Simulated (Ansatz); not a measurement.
# SrTl (Pm-3m): Grüneisen parameters, part 2 of 2

Aim: how the phonons of SrTl (Pm-3m) shift with volume, and the thermal expansion that follows.

Ansatz 0.2.0; DFT PBEsol, scalar-relativistic, plane waves, PAW; PAW set soft_1.

So far, highest frequency on path, mesh or solved points (cm⁻¹): step 2 (response at finite wavevector) 120; step 4 (phonons at the other volume, volume ratio 0.97) 126.

The database entry behind the starting cell is an old determination (1933), so it need not match the best structure at room temperature.

### 5. Relaxing at another volume, volume ratio 1.03

The volume is scaled by 1.03 and held; symmetry leaves nothing to relax, so this is a single point. The modes can then be followed against volume.

Input file input.yaml:

```yaml
crystal:
  lattice:
    - [4.0561818159, 0.0, 0.0]
    - [0.0, 4.0561818159, 0.0]
    - [0.0, 0.0, 4.0561818159]
  atoms:
    - { symbol: Sr, position: [0.0, 0.0, 0.0] }
    - { symbol: Tl, position: [0.5, 0.5, 0.5] }
kpoints:
  mp_grid: { grid: [12, 12, 12] }
hamiltonian:
  xc: pbesol
  pseudopotentials: { kind: paw, azcp: { folder: soft_1 }, xc_functional: pbe }
scf:
  occupations: { method: methfessel_paxton, width: 0.2 }
output:
  forces: true
  stress: true
  eigenvalues: true
```

On the command line:

```bash
> ansatz run input.yaml --threads 4 --pin off --max-ram 10240MiB --backend cpu --events-out ev --progress --plain --runs-dir out
```

Output:

```text
[...]
Crystal: 2 atoms, lattice volume = 66.735 Å³
Basis set: ecut = 420 eV, 1309 PW (Γ), exchange–correlation on 60×60×60 points (8 copies of the dense FFT grid, shifted against one another)
Bands: 16, of which v1, the nominal top of the filled ones, is band 12 counted from 1 (11 counted from 0)
Symmetry: 48 space group operations
[...]
k-points: 84 of 1728
[...]
--- Band table (eV; the first three rows and the last of 84) ---
  k-point 0: bands = [... 8 lower, -2.4835, 0.9658, 10.0443, 10.0443, 11.6270, 11.6270, 11.6270, 13.0279]
  k-point 1: bands = [... 8 lower, -2.4830, 1.0344, 9.7491, 10.0659, 11.3592, 11.5042, 11.5042, 13.6852]
  k-point 2: bands = [... 8 lower, -2.4814, 1.2344, 8.8670, 10.1269, 11.2224, 11.2224, 11.4699, 13.8460]
  k-point 83: bands = [... 8 lower, -2.3559, 4.0895, 7.3997, 7.3997, 7.3997, 13.0474, 13.0474, 13.0474]
[key lines of the parts left out:]
SCF converged after 8 iterations
Free energy (F): -14790.838465 eV
Fermi energy:    8.810689 eV
P = ⅓ Tr σ = -0.8268 GPa (-8.268 kbar)
```

It took 1.7 s on 4 threads of Arm Neoverse V1, shared host; peak memory 0.39 GiB; 6.1 s of CPU time.

This step gave:

```yaml
pressure: -0.8268 GPa
volume_per_atom: 33.37 Å³
```

The run ends at a pressure of -0.83 GPa.

### 6. Phonons at the other volume, volume ratio 1.03

The phonons are repeated at this volume on the same meshes, so that differences come from the volume alone.

input.yaml, as its differences from that of step 5:

```diff
@@ -16,4 +16,11 @@
 output:
-  forces: true
-  stress: true
   eigenvalues: true
+phonons:
+  method: dfpt
+  qmesh: [4, 4, 4]
+  temperatures: { t_max: 1000, t_step: 50 }
+  qpath:
+    path:
+      - [[0.0, 0.0, 0.0], [0.0, 0.5, 0.0], [0.5, 0.5, 0.0], [0.0, 0.0, 0.0], [0.5, 0.5, 0.5], [0.0, 0.5, 0.0]]
+      - [[0.5, 0.5, 0.5], [0.5, 0.5, 0.0]]
+    npoints: 10
```

Output:

```text
[...]
Crystal: 2 atoms, lattice volume = 66.735 Å³
Basis set: ecut = 420 eV, 1309 PW (Γ), exchange–correlation on 60×60×60 points (8 copies of the dense FFT grid, shifted against one another)
Bands: 16, of which v1, the nominal top of the filled ones, is band 12 counted from 1 (11 counted from 0)
Symmetry: 48 space group operations
k-points: 84 of 1728
[...]
k-point 83: bands = [... 8 lower, -2.3559, 4.0894, 7.3997, 7.3997, 7.3997, 13.0474, 13.0474, 13.0474]
[...]
ASR residual: 2.295e-5 → 0.000e0 eV/Å²; symmetrization residual: 1.809e-6 eV/Å²
  ASR residual per site (eV/Å²): 1.58e-5 2.29e-5
  Γ frequencies (cm⁻¹): 0.00 0.00 0.00 89.28 89.28 89.28
--- Phonons (arbitrary-q DFPT): 10 irreducible q on the 4×4×4 mesh ---
[...]
interpolated dispersion: 62 rows × 6 modes
[...]
[key lines of the parts left out:]
SCF converged after 10 iterations
Free energy (F): -14790.838465 eV
Fermi energy:    8.810684 eV
```

Run time: 7.1 min. Hardware: 4 threads; peak memory 2.4 GiB; 28 min of CPU time.

Read from the output:

```
sum-rule residual before enforcement                       : 2.29e-5 eV/Å²
highest frequency on path, mesh or solved points           : 113.8 cm⁻¹
mean frequency                                             : 66.2 cm⁻¹
Debye temperature (second moment)                          : 135 K
logarithmic mean frequency                                 : 58.2 cm⁻¹
highest optical mode at the zone centre (no LO-TO term)    : 89.28 cm⁻¹
lowest optical zone-centre mode                            : 89.28 cm⁻¹
lowest mode on the q mesh (acoustic modes at Γ apart)      : 13.61 cm⁻¹
zero-point energy per atom                                 : 12.32 meV
heat capacity at 300 K                                     : 24.69 J/(mol atoms K)
vibrational entropy at 300 K                               : 56.91 J/(mol atoms K)
edges of the widest gap between branches, on path and mesh : 56, 64.6 cm⁻¹
```

Frequencies (cm⁻¹) solved at each irreducible wavevector; negative means imaginary. Frequencies by wavevector, by row:

```csv
q in reciprocal lattice units,star,mode 1,mode 2,mode 3,mode 4,mode 5,mode 6
0 0 0,1,0,0,0,89.3,89.3,89.3
0 0 0.25,6,34.2,34.2,40.2,84.7,84.7,96.7
0 0 -0.5,3,37.2,51.4,51.4,77.7,77.7,109.3
0 0.25 0.25,12,26.6,42.9,51.7,78.5,91.7,102.6
0 0.25 -0.5,12,22.5,41.7,52.2,71.2,97.5,107.8
0 -0.5 -0.5,3,13.6,13.6,53.1,64.6,113.8,113.8
0.25 0.25 0.25,8,41.1,41.1,47.5,90.8,98.4,98.4
0.25 0.25 -0.5,12,16.5,44.9,51.3,92.7,93.6,108.6
0.25 -0.5 -0.5,6,23.7,23.7,53.8,88.9,107.8,107.8
-0.5 -0.5 -0.5,1,25.2,25.2,25.2,102.1,102.1,102.1
```

The highest optical mode at the zone centre (no LO-TO term) is 89.3 cm⁻¹, -4.9 cm⁻¹ against the base run.

### 7. Grüneisen parameters

The Grüneisen parameter of a mode is minus the logarithmic change of its frequency with volume, −d ln ω / d ln V; weighted by heat capacity it gives the expansion.

This step gave:

```
bulk modulus : 30.1 GPa
```

Phonon branches along the path, in cm⁻¹:

```csv
point,branch 1,branch 2,branch 3,branch 4,branch 5,branch 6
Γ,0,0,0,94,94,94
halfway,36,36,42,90,90,102
X,40,54,54,82,82,115
halfway,24,43,55,75,103,113
M,12,12,56,68,120,120
halfway,27,45,54,83,97,108
Γ,0,0,0,94,94,94
halfway,43,43,50,96,104,104
R,30,30,30,107,107,107
halfway,17,47,54,98,98,114
X,40,54,54,82,82,115
jump to R,30,30,30,107,107,107
halfway,26,26,57,93,113,113
M,12,12,56,68,120,120
```

The same for volume x 0.97:

```csv
point,branch 1,branch 2,branch 3,branch 4,branch 5,branch 6
Γ,0,0,0,99,99,99
X,43,57,57,87,87,120
M,8,8,58,72,126,126
Γ,0,0,0,99,99,99
R,36,36,36,113,113,113
X,43,57,57,87,87,120
R,36,36,36,113,113,113
M,8,8,58,72,126,126
```

The same for volume x 1.03:

```csv
point,branch 1,branch 2,branch 3,branch 4,branch 5,branch 6
Γ,0,0,0,89,89,89
X,37,51,51,78,78,109
M,14,14,53,65,114,114
Γ,0,0,0,89,89,89
R,25,25,25,102,102,102
X,37,51,51,78,78,109
R,25,25,25,102,102,102
M,14,14,53,65,114,114
```

The first set of phonon branches as a text plot (rows in cm⁻¹):

```
    123 |
    118 |            *****                                    ***
    113 |      *******   ****                     ********  **
    107 |    **     *     *  **          **********       **
    102 |   *              **  *       *****      **       *
     97 |***       *         *  ** **** *           *       *
     92 |****     *           *******  *             **      *
     86 |    **               *      **                *
     81 |      ****        ***                          **    *
     76 |          **     *                                    *
     71 |            *****                                      *
     65 |
     60 |                                                     *
     55 |      ************  **      ***            ******  ** **
     50 |         **       **  *        *          * ***
     44 |   ***              *          ****      ***      *
     39 |    * ***  *     *   *     *  *   **    *      **
     34 |   *     *             *           **  *      *  *
     29 |  *       * *   *   * *     **       ****        ***
     24 | **          *   *** * *  *              **  *      *
     18 |           **  **     * *  *               **        **
     13 |**           ***       **                              *
      8 |*                       * *
      3 |                         *
         Γ      X      M          Γ            R        X|R     M
```

Mode Grueneisen parameter -dln(w)/dln(V), modes matched by rank; at Γ the acoustic branches take the value of a neighbouring point of the path. Mode grüneisen parameters along the path, in :

```csv
point,branch 1,branch 2,branch 3,branch 4,branch 5,branch 6
Γ,1.71,1.71,1.54,1.79,1.79,1.79
halfway,1.71,1.71,1.69,1.86,1.86,1.78
X,2.37,1.64,1.64,1.94,1.94,1.58
halfway,1.49,1.27,1.55,1.94,1.77,1.59
M,-8.23,-8.23,1.47,1.90,1.66,1.66
halfway,0.06,1.70,1.74,1.90,1.74,1.71
Γ,0.28,1.68,1.78,1.79,1.79,1.79
halfway,1.44,1.44,1.44,1.71,1.74,1.74
R,5.69,5.69,5.69,1.66,1.66,1.66
halfway,0.20,1.29,1.93,1.76,1.69,1.57
X,2.37,1.64,1.64,1.94,1.94,1.58
jump to R,5.69,5.69,5.69,1.66,1.66,1.66
halfway,2.66,2.66,1.85,1.66,1.61,1.61
M,-8.23,-8.23,1.47,1.90,1.66,1.66
```

The mode Grüneisen parameters as a text plot (rows in , shown from -7.2 to 5.7 only):

```
   5.42 |                                     ***         *
   4.89 |                                    *  *         *
   4.35 |                                    *   *         *
   3.81 |
   3.28 |                                   *    **         *
   2.74 |                                   *     *        * *
   2.20 |     ******       **              *      **   ***  *
   1.67 |********************************************************
   1.13 |           *              ***** **         ***
   0.59 |           **   *                           *
   0.06 |                    ******                 *         *
  -0.48 |                  **
  -1.02 |            **   *
  -1.55 |
  -2.09 |               *                                      *
  -2.63 |                *
  -3.16 |
  -3.70 |
  -4.24 |             *
  -4.77 |
  -5.31 |                                                       *
  -5.85 |               *
  -6.38 |
  -6.92 |
         Γ      X      M          Γ            R        X|R     M
```

(dS/dlnV)/C_V. The thermodynamic Grueneisen parameter by temperature:

```csv
temperature (K),thermodynamic Grueneisen parameter
50,1.50
100,1.55
150,1.55
200,1.56
250,1.56
300,1.56
350,1.56
400,1.56
450,1.56
500,1.56
550,1.56
600,1.56
650,1.56
700,1.56
750,1.56
800,1.56
850,1.56
900,1.56
950,1.56
1000,1.56
```

Gamma C_V/(B V) at the static volume. Table of volume expansion by temperature:

```csv
temperature (K),volume expansion (1e-6/K)
50,45.3
100,59.6
150,63.1
200,64.5
250,65.1
300,65.5
350,65.7
400,65.8
450,65.9
500,66.0
550,66.0
600,66.1
650,66.1
700,66.1
750,66.1
800,66.2
850,66.2
900,66.2
950,66.2
1000,66.2
```

### 8. Results

```
bulk modulus                               : 30.1 GPa
thermodynamic Grüneisen parameter at 300 K : 1.559
volume expansion at 300 K, estimated       : 65.46 × 10⁻⁶ K⁻¹
```

In words: By this estimate the volume grows by 65.5 × 10⁻⁶ per kelvin at 300 K. The highest optical mode at Γ goes from 99 to 89 cm⁻¹ as the cell grows, a Grüneisen parameter of 1.79. Mode parameters on the path run from -8.2 to 5.7, with a median of 1.7. Modes with negative values stiffen as the cell grows and pull against the expansion. Branches are matched by rank, so values near crossings are rough. The expansion is the Grüneisen estimate at the static volume, with the static bulk modulus. With no gap, or one that is small against the smearing, the frequencies hang on the k mesh and the smearing, most of all near Kohn anomalies. The phonon runs are without spin polarisation, although the cell has an odd electron count. Spin-orbit coupling is left out, which can matter for the heavy elements here. The PAW files were made for PBE and serve the other functionals too. A phonon run warned that its eigensolver left some bands unconverged in a pass.

[Long decimals in the printed logs are rounded to 6 places.]

[Logs are printed without paths, hosts, clocks, repeated set-up lines and the standing remarks that a program may print on its own settings, such as how far it seeks lower states.]

[Hosts, paths, dates, database ids (printed as entryN), source tags and the programs' standing remarks are cut or masked in the printed files.]

[Where the starting crystal was built by hand or by swapping elements, it need not be the compound's stable phase.]
